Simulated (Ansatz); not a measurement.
## Lattice dynamics of Tl (P6_3/mmc, 2 atoms in the cell)

Aim: the phonons of Tl (P6_3/mmc, 2 atoms in the cell) at a cell relaxed beforehand at this level. After the zone centre comes a 3×3×2 q mesh on a 15×15×8 k mesh.

Main program and level: Ansatz 0.2.0; DFT PBEsol, scalar-relativistic, plane waves, PAW; PAW set soft_1.

### Step 1. The structure

It takes space group P6_3/mmc (No. 194, hexagonal). Conventional cell: a = 3.502 Å, b = 3.502 Å, c = 5.393 Å, α = 90.00°, β = 90.00°, γ = 120.00°. Nearest to Tl lie 12 Tl at 3.37 to 3.50 Å.

Structure file:

```cif
data_structure
_symmetry_space_group_name_H-M 'P 1'
_symmetry_Int_Tables_number 1
_cell_length_a 3.5021
_cell_length_b 3.5021
_cell_length_c 5.3932
_cell_angle_alpha 90.000
_cell_angle_beta 90.000
_cell_angle_gamma 120.000
_cell_volume 57.28
loop_
_atom_site_label
_atom_site_type_symbol
_atom_site_fract_x
_atom_site_fract_y
_atom_site_fract_z
_atom_site_occupancy
Tl1 Tl 0.33333 0.66667 0.25000 1
Tl2 Tl 0.66667 0.33333 0.75000 1
```

### Step 2. Modes at Γ

The cell comes from relaxations at this level that are not shown. The zone centre comes first: it holds the modes that light can see, as far as symmetry allows. No field response is asked, since the mesh shows no gap.

input.yaml

```yaml
crystal:
  lattice:
    - [3.5021013998, 0.0, 0.0]
    - [-1.7510506999, 3.0329087789, 0.0]
    - [0.0, 0.0, 5.3931984437]
  atoms:
    - { symbol: Tl, position: [0.3333333333, 0.6666666667, 0.25] }
    - { symbol: Tl, position: [0.6666666667, 0.3333333333, 0.75] }
kpoints:
  mp_grid: { grid: [15, 15, 8] }
hamiltonian:
  xc: pbesol
  pseudopotentials: { kind: paw, azcp: { folder: soft_1 }, xc_functional: pbe }
scf:
  occupations: { method: methfessel_paxton, width: 0.2 }
output:
  eigenvalues: true
phonons:
  method: dfpt
```

On the command line:

```console
> ansatz run input.yaml --threads 4 --pin off --max-ram 10240MiB --backend cpu --events-out ev --progress --plain --runs-dir out
```

Numbers of over 12 decimals in the logs are rounded to 6 here.

Output:

```text
zone centre: on kpoints.mp_grid the ground state, and the responses unless they are solved on pairs of k-points, stand on 320 of the mesh's 1800 k-points, reduced under 4 symmetry operations, with k and −k counted as one. Each operation leaves every solved displacement unchanged or reverses it
Engine: ansatz 0.2.0, x86_64-unknown-linux-gnu
Pseudopotentials: kind: paw
Pseudopotential: Tl, paw, valence charge 13, recommended cutoff 420 eV (normal), soft_1/Tl.paw.azcp
Functional definition: PBEsol
  exchange = pbesol_x
  correlation = pbesol_c
Crystal: 2 atoms, lattice volume = 57.284 Å³
Basis set: ecut = 420 eV, 1105 PW (Γ), exchange–correlation on 48×48×80 points (8 copies of the dense FFT grid, shifted against one another)
Bands: 17, of which v1, the nominal top of the filled ones, is band 13 counted from 1 (12 counted from 0)
Symmetry: 24 space group operations
k-points: 320 of 1800 (irreducible under 4 space group operations, time reversal used)
Non-local potential: Tl, projectors of the file, l = 0: 2, l = 1: 2, l = 2: 2, l = 3: 1
PAW form: soft (Blöchl's): semilocal exchange-correlation on the pseudo side does not see the compensation charge
PAW frozen core: Tl, regenerated for the run's functional, and the local potential with it (the file was generated under x = pbe(κ = 0.804, μ = 0.219515), c = pbe(β = 0.066725))
PAW one-centre angular grid: Tl, 590 points (default); XC on 64 Gauss nodes
Initial density: superposition of atomic densities (chi_scale 0.1, normalization cell)
Initial wavefunctions: pseudopotential atomic-orbital guess
Functional: x = pbesol(κ = 0.804, μ = 0.123457), c = pbesol(β = 0.046)
SCF iter   1: F=—  HF=-22595.417772 eV  |F-HF|=—  |Δ(HF+E_count)|=         —  Δρ=1.49e-2  dr2=1.88e-1  ethr=3.10e-3  ⟨swp⟩=5.1  Hψ=24555  notcnv=0
preconditioner: auto → Kerker (q_TF=auto, 2.392 Å⁻¹)  [metal: Δε(μ)=0.076 eV  Ē_g=13.364 eV  σ=0.200 eV  W_gap=0.32  n_scr=22 (ndim 8)  ℏωp=25.0 eV  f_vac=0.000  D(μ)=0.65/eV (n_scr^D=2)]
SCF iter   2: F=—  HF=-22595.356594 eV  |F-HF|=—  |Δ(HF+E_count)|=   6.12e-2  S|Δr|=    0.00e0  Δρ=7.88e-3  dr2=5.34e-2  ethr=7.23e-4  ⟨swp⟩=1.9  Hψ=10299  notcnv=0
SCF iter   3: F=—  HF=-22595.339028 eV  |F-HF|=—  |Δ(HF+E_count)|=   1.76e-2  S|Δr|=    0.00e0  Δρ=2.21e-3  dr2=2.70e-3  ethr=2.05e-4  ⟨swp⟩=2.5  Hψ=8816  notcnv=0  defer=3
SCF iter   4: F=—  HF=-22595.338715 eV  |F-HF|=—  |Δ(HF+E_count)|=   3.13e-4  S|Δr|=    0.00e0  Δρ=2.98e-4  dr2=4.30e-5  ethr=1.04e-5  ⟨swp⟩=1.8  Hψ=8993  notcnv=0  defer=9
SCF iter   5: F=—  HF=-22595.338743 eV  |F-HF|=—  |Δ(HF+E_count)|=   2.79e-5  S|Δr|=    0.00e0  Δρ=6.12e-5  dr2=1.73e-6  ethr=1.65e-7  ⟨swp⟩=3.0  Hψ=9590  notcnv=0  defer=9
SCF iter   6: F=—  HF=-22595.338746 eV  |F-HF|=—  |Δ(HF+E_count)|=   3.12e-6  S|Δr|=    0.00e0  Δρ=1.28e-5  dr2=9.55e-8  ethr=6.64e-9  ⟨swp⟩=2.5  Hψ=9569  notcnv=0  defer=9
SCF iter   7: F=—  HF=-22595.338746 eV  |F-HF|=—  |Δ(HF+E_count)|=   5.57e-8  S|Δr|=    0.00e0  Δρ=2.68e-6  dr2=4.75e-9  ethr=3.67e-10  ⟨swp⟩=3.0  Hψ=9598  notcnv=0  defer=9
SCF iter   8: F=—  HF=-22595.338746 eV  |F-HF|=—  |Δ(HF+E_count)|=  6.48e-10  S|Δr|=    0.00e0  Δρ=6.80e-7  dr2=3.77e-10  ethr=1.83e-11  ⟨swp⟩=3.0  Hψ=9752  notcnv=0  defer=9
SCF iter   9: F=—  HF=-22595.338746 eV  |F-HF|=—  |Δ(HF+E_count)|=  6.18e-11  S|Δr|=    0.00e0  Δρ=1.62e-7  dr2=1.51e-11  ethr=1.45e-12  ⟨swp⟩=2.4  Hψ=9541  notcnv=0  defer=9
SCF iter  10: F=-22595.338746 eV  HF=-22595.338746 eV  |F-HF|=0.00e0  |Δ(HF+E_count)|=  3.64e-12  S|Δr|=    0.00e0  Δρ=2.32e-8  dr2=2.59e-13  ethr=1.00e-12  ⟨swp⟩=5.5  Hψ=20728  notcnv=0
SCF 1 converged in 10 iterations: F = -22595.338746 eV  dr2 = 2.59e-13
  greatest PAW one-centre occupation: 0.962 electrons in one spin orbital (limit 2), on the Tl atom at site 1 (counted from 0), in its partial waves of l = 2
DFPT response loops at Γ: preconditioner auto → Kerker (q_TF=auto, 2.392 Å⁻¹) (partly filled bands, converged f_vac=0.000); β = 1.00, the filter's whole step (`scf.mixing.beta` (0.50) is not read by the response loops under this deck's `scf.mixing.preconditioner`; to damp them name `kerker` or `kerker_dos`, under which they read `scf.mixing.beta`, and type it under 1.00, their step now; both keys bind the ground state too); Broyden in place of MSR1
SCF converged after 10 iterations
Stability not checked: this state was not tested for a lower state beside it, because cold or Methfessel-Paxton smearing, or corrected tetrahedra, fill the levels in a way that the test cannot read (fill_not_monotonic; see scf.lower_state_search)
Free energy (F): -22595.338746 eV
Harris-Foulkes:  -22595.338746 eV  (|F-HF|=0.00e0)
Internal energy: -22595.340175 eV  (E = F + TS)
E sigma→0 (E₀):  -22595.339104 eV
Entropy (-TS):   0.001428 eV (0.714 meV/atom)
Fermi energy:    10.392636 eV
--- Per-component energies (eV) ---
  E_band       = 17.032060
  E_kinetic    = 533.378641
  E_local      = -1621.152226  (includes V_loc(G=0)·N_el)
  E_nonlocal   = 633.569218
  E_hartree    = 599.828579
  E_xc         = -369.484377
  E_vxc        = -247.645463  (∫ρ·V_xc dr)
  E_paw        = -20075.481749  (= ΣΔE_a)
  E_vpaw       = -480.775178  (= ΣTr[D̂ρ^β])
  E_aug_tail   = -0.000084  (compensation charges beyond the density's cutoff)
  E_ewald      = -2296.074842
  E_core_change = 0.076665  (= ΣΔE_core)
  E_smearing   = 0.001428  (= −TS)
  E_closure    = 0.000000  (closes the sum)
  Σ components = -22595.338746   (vs F -22595.338746, Δ=0.00e0)
--- Band table (eV; the first three rows and the last of 320) ---
  k-point 0: bands = [... 9 lower, -0.6295, 0.3423, 5.6535, 7.6715, 17.9071, 17.9071, 20.0870, 20.0870]
  k-point 1: bands = [... 9 lower, -0.6341, 0.4304, 4.8972, 8.6046, 17.9811, 17.9811, 20.0065, 20.0065]
  k-point 2: bands = [... 9 lower, -0.6511, 0.7034, 3.7535, 10.2774, 18.1971, 18.1971, 18.7902, 19.7666]
  k-point 319: bands = [... 9 lower, -0.6008, 4.8043, 4.8043, 10.1901, 10.1901, 12.7603, 12.7603, 17.2853]
--- Phonons (Γ-DFPT): 2 representative perturbations + reference, on 320 of 1800 k-points (Σ response iterations 4) ---
  k mesh reduced under 4 symmetry operations, with k and −k counted as one. Each operation leaves every solved displacement unchanged or reverses it
  ASR residual: 8.606e-5 → 0.000e0 eV/Å²; symmetrization residual: 1.031e-12 eV/Å²
  ASR residual per site (eV/Å²): 8.61e-5 8.61e-5
  Γ frequencies (cm⁻¹): 0.00 0.00 0.00 33.74 33.74 92.65
  non-analytic LO–TO correction: not included (Born effective charges unavailable; polar crystals: no LO–TO splitting at Γ)
```

Wall time 6.1 s (4 threads of AMD EPYC 9R45 (Zen 5), shared host); peak memory 1.2 GiB.

Reading the cycles: dr2 is the Hartree energy of the density residual (eV), the measure of convergence; HF is the Harris–Foulkes estimate of the energy, which meets the free energy F at convergence.

Numbers from this step:

- volume per atom: 28.64 Å³
- gap on the k-mesh: 0 eV
- sum-rule residual before enforcement: 8.61e-5 eV/Å²
- point group: 6/mmm
- highest optical mode at the zone centre (no LO-TO term): 92.65 cm⁻¹
- lowest optical zone-centre mode: 33.74 cm⁻¹

Patterns of degenerate modes are one choice out of their space. Modes at Γ:

```
mode  frequency (cm⁻¹)  symmetry
   1               0.0  acoustic
   2               0.0  acoustic
   3               0.0  acoustic
   4              33.7       E2g
   5              33.7       E2g
   6              92.7       B1g
```

Displacements in mode 4 (33.7 cm⁻¹), the largest set to 1:
```
Tl1  0.00 -1.00  0.00
Tl2  0.00  1.00  0.00
```

Displacements in mode 6 (92.7 cm⁻¹), the largest set to 1:
```
Tl1  0.00  0.00 -1.00
Tl2  0.00  0.00  1.00
```

Before it was imposed, the acoustic sum rule was missed by 8.6e-5 eV/Å². Small misses are needed for a sound result but don't prove that mesh and cutoff are converged. The lowest optical mode is real, 33.7 cm⁻¹.

[end of part 1 of 2]

[Logs are printed without paths, hosts, clocks, repeated set-up lines and the standing remarks that a program may print on its own settings, such as how far it seeks lower states.]

[Hosts, paths, dates, database ids (printed as entryN), source tags and the programs' standing remarks are cut or masked in the printed files.]
